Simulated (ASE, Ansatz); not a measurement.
**A script that builds H-capped CdS nanowire along [112] (50 atoms)**

The cell is an input for a DFT calculation. Recipe: hexagon section of size parameter 5.53 Å cut from zinc-blende CdS (a = 5.818 Å) along [112], 1 period, broken bonds capped with H, 10 Å of vacuum.

The cell that is wanted:

The cell holds 50 atoms: 15 Cd, 13 S and 22 H. Its edges and angles: a = 21.004 Å, b = 20.598 Å, c = 7.126 Å, α = 90.0°, β = 90.0°, γ = 90.0°. It derives from CdS (zinc-blende). Regions: wire, 28 atoms (15 Cd and 13 S); hydrogen, 22 atoms (22 H). Vacuum lies along a and b. The structure repeats along c.

```xyz
50
Lattice="21.0040 0.0000 0.0000 0.0000 20.5978 0.0000 0.0000 0.0000 7.1256" Properties=species:S:1:pos:R:3
Cd    6.3720    6.6920    1.2157
S     6.4092    7.5806    3.5738
Cd    6.3795   10.0771    3.5871
S     6.3867   10.9010    5.9170
Cd    6.3758   13.4075    5.9166
Cd   10.4915    6.6790    1.2082
S    10.4919    7.5359    3.5559
Cd    8.4703    6.6881    4.7473
S     8.4430    7.5682    0.0152
Cd    8.4837   10.0458    7.1182
S     8.4344   10.9405    2.3510
Cd    8.4831   13.4059    2.3443
S     8.4678   14.2244    4.7508
Cd   10.5075   10.0931    3.5725
S    10.5060   10.9047    5.9321
Cd   10.4913   13.3861    5.9122
S    10.5182   14.2644    1.1644
Cd   14.6009    6.6716    1.1873
S    14.6005    7.5345    3.5552
Cd   12.5310    6.6871    4.7714
S    12.5875    7.5308    0.0263
Cd   12.5434   10.0628    0.0086
S    12.6118   10.8851    2.3829
Cd   12.5522   13.4242    2.3764
S    12.5228   14.2368    4.7428
Cd   14.6289   10.0845    3.5666
S    14.6431   10.8921    5.9274
Cd   14.6104   13.4168    5.9637
H     6.3449    5.0011    1.1589
H     5.0244    7.2412    0.4056
H     5.3014    7.0836    4.1864
H     5.0149   10.6594    2.7703
H     5.2873   10.4690    6.5515
H     4.9847   14.0075    5.1445
H     6.3732   13.9964    0.4153
H    10.5087    4.9847    1.2229
H     8.4234    5.0325    4.7847
H     7.0781   13.9849    1.5539
H     8.4220   15.5991    4.7397
H    10.5251   15.6199    1.1729
H    14.5944    4.9985    1.1929
H    15.9901    7.2655    0.3678
H    15.7003    7.0951    4.1809
H    12.5358    5.0337    4.7445
H    13.9460   13.9970    1.5679
H    12.5692   15.5791    4.7315
H    16.0139   10.5924    2.7533
H    15.7074   10.4569    6.5737
H    16.0145   13.9729    5.0982
H    14.5973   13.9865    0.3997
```

Q: Which script makes it?

build.py (ASE 3.29.0):

```python
import numpy as np
from ase import Atoms
from ase.build import bulk, make_supercell
from ase.neighborlist import neighbor_list

u = bulk('CdS', 'zincblende', a=5.818)
w = make_supercell(u, [[-1, 1, 0], [-1, -1, 3], [1, 1, 0]])
w.set_cell(w.cell.cellpar(), scale_atoms=True)  # standard orientation
full = w.repeat([7, 5, 1])
d = full.positions - np.array([3.5, 2, 0]) @ w.cell[:]
keep = np.max([abs(d[:, 0] * np.cos(t) + d[:, 1] * np.sin(t)) for t in np.radians([0, 60, 120])], axis=0) < 5.53
# cap broken bonds with H: drop atoms with fewer than two neighbours, then put H along each missing bond
for _ in range(4):
    n = np.bincount(neighbor_list('i', full[keep], 2.9), minlength=keep.sum())
    keep[np.where(keep)[0][n < 2]] = False
i, j, D = neighbor_list('ijD', full, 2.9)
miss = keep[i] & ~keep[j]
bond = {'Cd': 1.7, 'S': 1.34}
caps = [full.positions[a] + d / np.linalg.norm(d) * bond[full[a].symbol] for a, d in zip(i[miss], D[miss])]
atoms = full[keep] + Atoms('H' * len(caps), caps)
atoms.set_tags([0] * keep.sum() + [1] * len(caps))
atoms.set_cell([1, 1, full.cell[2, 2]]); atoms.center(vacuum=5, axis=(0, 1)); atoms.pbc = True
atoms.rattle(0.02, seed=50467)
atoms.wrap()
atoms.write('structure.xyz')
print(atoms.get_chemical_formula(), len(atoms), 'atoms; cell', atoms.cell.cellpar().round(3))
```

```console
$ python build.py
H22Cd15S13 50 atoms; cell [21.004 20.598  7.126 90.    90.    90.   ]
```

Bonds by pair of elements; cutoffs follow the first minimum of g(r), held within bounds set by covalent radii, and pairs that aren't listed don't count as bonded:

```tsv
pair A-B	cutoff (Å)	bonds	mean length (Å)	spread (Å)	shortest (Å)	B about A	A about B
H-Cd	2.12	15	1.69	0.026	1.65	0.682	1
H-S	1.7	7	1.35	0.017	1.32	0.318	0.538
Cd-S	2.98	45	2.52	0.027	2.47	3	3.46
```

How many atoms have how many bonded neighbours:

```tsv
element	mean	1	4
Cd	4	0	15
H	1	22	0
S	4	0	13
```

[Logs are printed without paths, hosts, clocks, repeated set-up lines and the standing remarks that a program may print on its own settings, such as how far it seeks lower states.]

[Hosts, paths, dates, database ids (printed as entryN), source tags and the programs' standing remarks are cut or masked in the printed files.]
